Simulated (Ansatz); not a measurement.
**Structural relaxation of glassy Ba4.1Hf30.6O65.3 (121 atoms)**

Wanted: the relaxed structure of glassy Ba4.1Hf30.6O65.3 (121 atoms) and its electronic structure.

Main program and level: Ansatz 0.2.0; Kohn-Sham DFT, r2SCAN, PAW (set soft_2), plane waves.

**Experiments to compare with.** The Hf-O bond length of an amorphous hafnium oxide film with 12% of Hf replaced by Ba, grown by pulsed laser deposition, was obtained by fitting Hf L3-edge EXAFS (“Structure-evolution-designed amorphous oxides for dielectric energy storage”, 2023, PMC10213053): nearest Hf–O distance 2.08 Å.

### 1. The starting structure

The cell holds 121 atoms: 5 Ba, 37 Hf and 79 O. Its edges and angles: a = 11.844 Å, b = 11.844 Å, c = 11.844 Å, α = 90.0°, β = 90.0°, γ = 90.0°. 121 atoms (5 Ba, 37 Zr, 79 O) placed at random at 5.15 g/cm³, melted at 4500 K for 20 ps at fixed volume with the Morse and Coulomb pair potential with partial charges (Pedone, Malavasi, Menziani, Cormack and Segre, J. Phys. Chem. B 110, 11780 (2006)). Quenched from 4500 K to 300 K at 20 K/ps and fixed volume, held 20 ps at zero pressure. Then Zr was replaced by Hf (the potential has no terms for the new elements, so the cell is a start for a DFT relaxation).

Limits known from the start: The quench rate of 20 K/ps is many orders above laboratory rates, so the cell is likely richer in defects and strain than a real sample. The starting topology of bonds comes from the classical model. Sampling is at Γ alone, for a cell whose shortest periodic width is 12 Å. Spin–orbit coupling is left out, which matters for the levels of the heavy elements.

### 2. Single point at the start

The forces at the start show how far the geometry lies from a minimum of this functional.

Contents of input.yaml:

```yaml
crystal:
  lattice:
    - [11.84387, 0.0, 0.0]
    - [0.0, 11.84387, 0.0]
    - [0.0, 0.0, 11.84387]
  atoms:
    - { symbol: Ba, position: [0.85, 0.82379, 0.66328] }
    - { symbol: Ba, position: [0.1396, 0.11506, 0.2547] }
    - { symbol: Ba, position: [0.17667, 0.49328, 0.90998] }
    - { symbol: Ba, position: [0.98661, 0.83064, 0.0707] }
    [... 111 atom lines left out ...]
    - { symbol: O, position: [0.23661, 0.50271, 0.15905] }
    - { symbol: O, position: [0.62433, 0.96555, 0.63536] }
    - { symbol: O, position: [0.21411, 0.60072, 0.59471] }
    - { symbol: O, position: [0.98803, 0.70527, 0.49589] }
    - { symbol: O, position: [0.98353, 0.88669, 0.83896] }
    - { symbol: O, position: [0.90264, 0.11174, 0.2476] }
kpoints:
  mp_grid: { grid: [1, 1, 1] }
hamiltonian:
  xc: r2scan
scf:
  occupations: { method: fixed }
output:
  forces: true
```

Run with:

```sh
> ansatz run input.yaml --threads 4 --pin off --max-ram 8192MiB --backend cpu --events-out ev --progress --plain --runs-dir out
```

It took 77 s on 4 threads of Intel Xeon Platinum 8375C at 2.90GHz (Ice Lake), shared host; peak memory 5.9 GiB; 4.9 min of CPU time.

The program notes that it cut back its work space to fit the memory limit.

The run gave:

```
free energy            : -657085.5816 eV
free energy per atom   : -5430.4594 eV/atom
SCF cycles             : 11
r.m.s. force component : 0.6752 eV/Å
longest force          : 3.569 eV/Å
Fermi energy           : 11.41 eV
```

The r.m.s. force component of 0.68 eV/Å sets the starting point.

Length of the force by element:

| element | coordination | atoms | mean length of the force (eV/Å) | spread | least | most |
| --- | --- | --- | --- | --- | --- | --- |
| Ba | all | 5 | 1.17 | 0.396 | 0.695 | 1.82 |
| Hf | all | 37 | 1.46 | 0.685 | 0.310 | 3.57 |
| O | all | 79 | 0.815 | 0.341 | 0.137 | 2.18 |

### 3. Cell and atoms relaxed

Cell and atoms are freed together, to release stress as well as forces.

input.yaml: that of step 2 with these lines changed.

```diff
@@ -15 +15,5 @@
   forces: true
+relax:
+  f_tol: 0.03
+  max_steps: 83
+  cell: {}
```

Run time: 10 min. Hardware: 4 threads; peak memory 5.9 GiB; 39 min of CPU time.

Relaxation path:

| step | energy less that of the first step (eV) | largest force component (eV/Å) | pressure (GPa) | volume (Å³) |
| --- | --- | --- | --- | --- |
| 1 | 0.0000 | 2.4260 | -7.37 | 1661.43 |
| 2 | -5.9107 | 1.1662 | 1.02 | 1583.28 |
| 3 | -7.5438 | 0.5159 | 0.54 | 1585.80 |
| 4 | -8.0433 | 0.2387 | 0.15 | 1586.34 |
| 5 | -8.1426 | 0.1577 | 0.02 | 1586.08 |
| 6 | -8.1546 | 0.1944 | -0.02 | 1585.31 |
| 7 | -8.1772 | 0.0839 | 0.00 | 1585.64 |
| 8 | -8.1806 | 0.0351 | 0.01 | 1585.31 |
| 9 | -8.1809 | 0.0178 | -0.01 | 1585.68 |
| 10 | -8.1442 | 0.0178 | 0.01 | 1585.68 |

| cell as run | before | after | change |
| --- | --- | --- | --- |
| a (Å) | 11.844 | 11.723 | -1.0 % |
| b (Å) | 11.844 | 11.617 | -1.9 % |
| c (Å) | 11.844 | 11.655 | -1.6 % |
| α (°) | 90.00 | 87.97 | -2.3 % |
| β (°) | 90.00 | 89.51 | -0.5 % |
| γ (°) | 90.00 | 88.58 | -1.6 % |
| volume (Å³/atom) | 13.73 | 13.10 | -4.6 % |

The atoms that moved most (Å, as changes of fractional coordinates times the final cell):

| atom | dx | dy | dz | length |
| --- | --- | --- | --- | --- |
| Ba3 | 0.194 | 0.360 | -0.072 | 0.415 |
| O84 | -0.258 | 0.228 | -0.193 | 0.395 |
| O68 | -0.344 | 0.128 | 0.013 | 0.367 |
| O52 | 0.159 | 0.316 | -0.057 | 0.358 |
| O75 | 0.281 | -0.111 | 0.151 | 0.338 |
| O51 | -0.050 | -0.292 | 0.143 | 0.329 |
| O48 | 0.307 | -0.049 | 0.057 | 0.316 |
| Hf16 | -0.253 | -0.172 | 0.066 | 0.313 |

The relaxation changed the energy by -67.3 meV/atom, and atoms moved by 0.18 Å r.m.s., 0.41 Å at most.

### 4. Distances and neighbours after relaxation

Bonds before and after, by the cutoffs listed below:

| pair | bonds before | bonds after | mean before (Å) | mean after (Å) | spread before (Å) | spread after (Å) |
| --- | --- | --- | --- | --- | --- | --- |
| O-Hf | 226 | 230 | 2.148 | 2.127 | 0.126 | 0.125 |
| O-Ba | 40 | 42 | 2.889 | 2.821 | 0.203 | 0.205 |

Density 8.96 g/cm³, 13.10 Å³ an atom.

g(r), total and by pair (bins of 0.2 Å):

| r (Å) | total | O-O | O-Hf | O-Ba | Hf-Hf | Hf-Ba | Ba-Ba |
| --- | --- | --- | --- | --- | --- | --- | --- |
| 1.90 | 0.56 | 0.00 | 1.40 | 0.00 | 0.00 | 0.00 | 0.00 |
| 2.10 | 3.04 | 0.00 | 7.63 | 0.00 | 0.00 | 0.00 | 0.00 |
| 2.30 | 0.71 | 0.00 | 1.77 | 0.00 | 0.00 | 0.00 | 0.00 |
| 2.50 | 0.52 | 0.91 | 0.21 | 0.99 | 0.00 | 0.00 | 0.00 |
| 2.70 | 1.34 | 2.59 | 0.03 | 4.20 | 0.00 | 0.00 | 0.00 |
| 2.90 | 1.20 | 2.50 | 0.08 | 1.90 | 0.00 | 0.00 | 0.00 |
| 3.10 | 0.97 | 1.81 | 0.18 | 0.85 | 0.94 | 0.00 | 0.00 |
| 3.30 | 0.87 | 1.11 | 0.39 | 0.89 | 2.02 | 0.00 | 0.00 |
| 3.50 | 0.89 | 0.68 | 0.63 | 0.65 | 2.70 | 2.47 | 0.00 |
| 3.70 | 1.01 | 0.55 | 0.89 | 0.59 | 2.88 | 4.74 | 0.00 |
| 3.90 | 1.00 | 0.57 | 1.14 | 0.84 | 1.83 | 3.38 | 0.00 |
| 4.10 | 1.10 | 1.07 | 1.19 | 0.85 | 0.94 | 1.45 | 0.00 |
| 4.30 | 0.95 | 0.72 | 1.31 | 0.85 | 0.61 | 0.37 | 0.00 |
| 4.50 | 0.81 | 0.51 | 1.25 | 0.95 | 0.27 | 1.01 | 0.00 |
| 4.70 | 1.00 | 0.73 | 1.50 | 0.72 | 0.37 | 0.46 | 4.62 |
| 4.90 | 1.04 | 1.08 | 1.17 | 1.33 | 0.31 | 0.28 | 2.12 |
| 5.10 | 1.08 | 1.25 | 1.03 | 1.35 | 0.39 | 0.92 | 2.00 |
| 5.30 | 1.13 | 1.48 | 0.82 | 1.31 | 0.91 | 0.61 | 0.00 |
| 5.50 | 1.08 | 1.38 | 0.81 | 1.49 | 0.89 | 0.34 | 0.00 |
| 5.70 | 1.03 | 0.99 | 1.06 | 1.04 | 1.28 | 0.42 | 0.00 |

Bonds by pair of elements; cutoffs follow the first minimum of g(r), held within bounds set by covalent radii, and pairs that aren't listed don't count as bonded:

| pair A-B | cutoff (Å) | bonds | mean length (Å) | spread (Å) | shortest (Å) | B about A | A about B |
| --- | --- | --- | --- | --- | --- | --- | --- |
| O-Hf | 2.82 | 230 | 2.13 | 0.125 | 1.93 | 2.91 | 6.22 |
| O-Ba | 3.29 | 42 | 2.82 | 0.205 | 2.50 | 0.532 | 8.4 |

How many atoms have how many bonded neighbours:

| element | mean | 2 | 3 | 4 | 5 | 6 | 7 | 8 | 9 | 10 |
| --- | --- | --- | --- | --- | --- | --- | --- | --- | --- | --- |
| Ba | 8.4 | 0 | 0 | 0 | 0 | 0 | 1 | 2 | 1 | 1 |
| Hf | 6.22 | 0 | 0 | 0 | 2 | 25 | 10 | 0 | 0 | 0 |
| O | 3.44 | 1 | 43 | 34 | 1 | 0 | 0 | 0 | 0 | 0 |

Bond angles, per cent of each kind in bins of 5°:

| angle (°) | O-Hf-O | Hf-O-Hf | Ba-O-Hf |
| --- | --- | --- | --- |
| 65–70 | 3.0 | 0.0 | 0.0 |
| 70–75 | 10.2 | 0.0 | 0.0 |
| 75–80 | 12.1 | 0.0 | 0.0 |
| 80–85 | 10.2 | 0.4 | 4.6 |
| 85–90 | 9.3 | 3.0 | 11.1 |
| 90–95 | 8.8 | 6.5 | 17.6 |
| 95–100 | 7.4 | 13.0 | 19.4 |
| 100–105 | 4.8 | 13.9 | 19.4 |
| 105–110 | 3.1 | 10.0 | 9.3 |
| 110–115 | 3.6 | 4.8 | 4.6 |
| 115–120 | 2.1 | 6.1 | 2.8 |
| 120–125 | 2.5 | 10.9 | 2.8 |
| 125–130 | 0.8 | 8.7 | 2.8 |
| 130–135 | 1.7 | 6.1 | 0.0 |
| 135–140 | 2.1 | 6.1 | 0.9 |
| 140–145 | 3.6 | 3.9 | 2.8 |
| 145–150 | 2.0 | 1.7 | 0.0 |
| 150–155 | 2.8 | 2.2 | 0.9 |
| 155–160 | 2.3 | 1.3 | 0.0 |
| 160–165 | 2.3 | 0.9 | 0.0 |
| 165–170 | 3.5 | 0.0 | 0.0 |
| 170–175 | 1.3 | 0.4 | 0.9 |
| 175–180 | 0.3 | 0.0 | 0.0 |

Bond angles (no mean is given where the spread exceeds 20°):

| angle | count | mean (°) | spread (°) |
| --- | --- | --- | --- |
| O-Hf-O | 605 | - | - |
| Hf-O-Hf | 230 | 116 | 18.3 |
| Ba-O-Hf | 108 | 102 | 15.2 |
| Ba-O-Ba | 6 | - | - |

Bond length by coordination (bonds to H left out):

| element | coordination | atoms | mean bond length (Å) |
| --- | --- | --- | --- |
| Ba | 7 | 1 | 2.88 |
| Ba | 8 | 2 | 2.78 |
| Ba | 9 | 1 | 2.81 |
| Ba | 10 | 1 | 2.87 |
| Hf | 5 | 2 | 2.00 |
| Hf | 6 | 25 | 2.10 |
| Hf | 7 | 10 | 2.19 |
| O | 2 | 1 | 1.96 |
| O | 3 | 43 | 2.13 |
| O | 4 | 34 | 2.32 |
| O | 5 | 1 | 2.52 |

First main peaks of g(r), for some of the pairs, lie near 2.8 Å (O-O), 2.1 Å (O-Hf), 2.7 Å (O-Ba), 3.7 Å (Hf-Hf) and 3.7 Å (Hf-Ba). With the cutoffs above, 40 % of Ba atoms have 8, 68 % of Hf atoms have 6 and 54 % of O atoms have 3 bonded neighbours.

### 5. Single point at the relaxed geometry

The electronic structure is read at the final geometry, in a run of its own.

Contents of input.yaml:

```yaml
crystal:
  lattice:
    - [11.72177, 0.14435, 0.0483]
    - [0.14435, 11.61447, 0.20594]
    - [0.0483, 0.20594, 11.65283]
  atoms:
    - { symbol: Ba, position: [0.84161, 0.82578, 0.66238] }
    - { symbol: Ba, position: [0.12916, 0.12213, 0.26473] }
    - { symbol: Ba, position: [0.19283, 0.52422, 0.90317] }
    - { symbol: Ba, position: [0.97734, 0.82367, 0.07018] }
    [... 111 atom lines left out ...]
    - { symbol: O, position: [0.23102, 0.50411, 0.14732] }
    - { symbol: O, position: [0.62778, 0.97148, 0.63663] }
    - { symbol: O, position: [0.21308, 0.60414, 0.61166] }
    - { symbol: O, position: [0.9864, 0.70773, 0.49874] }
    - { symbol: O, position: [0.9844, 0.89486, 0.83154] }
    - { symbol: O, position: [0.90539, 0.1227, 0.24353] }
kpoints:
  mp_grid: { grid: [1, 1, 1] }
hamiltonian:
  xc: r2scan
scf:
  occupations: { method: fixed }
output:
  forces: true
  stress: true
  populations: true
  dos:
    method: { smearing: { sigma: 0.1 } }
    de: 0.1
    projected: { site_lists: { Ba: [Ba], Hf: [Hf], O: [O] } }
  eigenvalues: true
  write_density: true
  write_potential: true
  volumetric_format: npy
```

Wall time 95 s (4 threads); peak memory 5.9 GiB.

The run gave:

```
free energy                                      : -657093.7257 eV
free energy per atom                             : -5430.5267 eV/atom
SCF cycles                                       : 11
pressure                                         : 0.01271 GPa
r.m.s. force component                           : 0.00466 eV/Å
longest force                                    : 0.01963 eV/Å
Fermi energy                                     : 12.09 eV
gap (highest filled to lowest empty level) : 4.218 eV
spilling of the projection                       : 0.003385
```

Löwdin charges by element and coordination (they lack the spilled electrons, 0.042 e an atom on average):

| element | coordination | atoms | mean charge (e) | spread | least | most |
| --- | --- | --- | --- | --- | --- | --- |
| Ba | all | 5 | 1.83 | 0.0055 | 1.82 | 1.84 |
| Ba | 7 | 1 | 1.83 | 0 | 1.83 | 1.83 |
| Ba | 8 | 2 | 1.83 | 0.0026 | 1.83 | 1.84 |
| Ba | 9 | 1 | 1.82 | 0 | 1.82 | 1.82 |
| Ba | 10 | 1 | 1.83 | 0 | 1.83 | 1.83 |
| Hf | all | 37 | 1.48 | 0.0503 | 1.37 | 1.58 |
| Hf | 5 | 2 | 1.41 | 0.0397 | 1.37 | 1.45 |
| Hf | 6 | 25 | 1.47 | 0.046 | 1.38 | 1.55 |
| Hf | 7 | 10 | 1.51 | 0.0427 | 1.46 | 1.58 |
| O | all | 79 | -0.745 | 0.045 | -0.875 | -0.670 |
| O | 2 | 1 | -0.670 | 0 | -0.670 | -0.670 |
| O | 3 | 43 | -0.726 | 0.0341 | -0.819 | -0.673 |
| O | 4 | 34 | -0.769 | 0.0429 | -0.875 | -0.695 |
| O | 5 | 1 | -0.825 | 0 | -0.825 | -0.825 |

States in the cell by windows of 1 eV, zero at the Fermi level; the larger projections on atomic orbitals stand beside the total:

| from (eV) | to (eV) | total | O p | Hf d |
| --- | --- | --- | --- | --- |
| -10 | -9 | 7.8 | 0.0 | 0.0 |
| -9 | -6 | 0.0 | 0.0 | 0.0 |
| -6 | -5 | 15.9 | 11.1 | 3.4 |
| -5 | -4 | 85.6 | 60.9 | 19.5 |
| -4 | -3 | 98.8 | 75.2 | 18.2 |
| -3 | -2 | 99.9 | 83.2 | 11.4 |
| -2 | -1 | 115.4 | 103.7 | 7.0 |
| -1 | 0 | 56.9 | 53.2 | 2.1 |
| 0 | 1 | 1.4 | 1.3 | 0.1 |
| 1 | 4 | 0.0 | 0.0 | 0.0 |
| 4 | 5 | 36.0 | 3.7 | 28.2 |

With fixed occupations the program's Fermi level is the highest filled level; weight inside the gap is the broadening of levels at its edges.

Between -26 and -10 eV lie 706 more states.

The stored curve holds about 1188 of the 1486 electrons; the rest, give or take the few that broadening carries across the Fermi level, lie in deeper levels below its range.

The levels nearest the highest filled one (over half full), pooled over k-points and spins:

| level less the highest filled one (eV) | occupation |
| --- | --- |
| -0.532 | 2 |
| -0.530 | 2 |
| -0.466 | 2 |
| -0.390 | 2 |
| -0.263 | 2 |
| 0 | 2 |
| 4.22 | 0 |
| 4.29 | 0 |
| 4.32 | 0 |
| 4.37 | 0 |
| 4.44 | 0 |
| 4.50 | 0 |

Mean Löwdin charges: Ba +1.83, Hf +1.48, O -0.74 e (they miss 0.34 % of the electrons, so they add up to more than the cell's charge). The largest share in the top eV of filled states is O p (95 % of the projected weight), and in the lowest eV of empty states Hf d (83 % of the projected weight).

### 6. Summary of results

```
energy change in the relaxation                  : -67.31 meV/atom
r.m.s. displacement                              : 0.176 Å
largest displacement                             : 0.415 Å
free energy per atom                             : -5430.5267 eV/atom
pressure                                         : 0.01271 GPa
r.m.s. force component                           : 0.00466 eV/Å
gap (highest filled to lowest empty level) : 4.218 eV
wall time of the 3 DFT runs                      : 13 min
```

Relaxation lowers the energy by 67.3 meV/atom and moves atoms by 0.18 Å r.m.s.; the r.m.s. force component goes from 0.68 to 0.0047 eV/Å. Displacements are taken in the final cell, so they leave out its strain. By the final cutoffs 4 of 266 bonded pairs parted and 10 joined. The cell shrank by 4.6 % in volume. From the first step to the last the energy fell by 8.144 eV, and the largest move was 0.42 Å (Ba3). The O-Ba bonds change most in mean length: from 2.889 Å (spread 0.203) to 2.821 Å (spread 0.205), and their number from 40 to 42. With the cutoffs above, 40 % of Ba atoms have 8, 68 % of Hf atoms have 6 and 54 % of O atoms have 3 bonded neighbours. The highest filled and lowest empty levels differ by 4.22 eV (at Γ alone); a semilocal functional tends to put such gaps too low. In a disordered cell it changes from sample to sample, and tail or defect levels can set it.

**Limits.** The starting topology of bonds comes from the classical model; in DFT 4 of its 266 bonded pairs passed out of the cutoffs and 10 came within them.

Calculation beside experiment:

| quantity | measured | this cell | difference | method of the measurement |
| --- | --- | --- | --- | --- |
| nearest Hf–O distance | 2.08 Å | 2.09 Å | +0.5 % | EXAFS fit |

The cell differs from the measured distances by up to 0.5 %. Distances of this cell are positions of the first main peak of g(r), or bond means where the peak is narrow; means over all bonds within a cutoff lie farther out for broad shells. The network comes from the model that made the cell; in DFT 4 of its 266 bonded pairs passed out of the cutoffs and 10 came within them.

[Logs are printed without paths, hosts, clocks, repeated set-up lines and the standing remarks that a program may print on its own settings, such as how far it seeks lower states.]

[Hosts, paths, dates, database ids (printed as entryN), source tags and the programs' standing remarks are cut or masked in the printed files.]
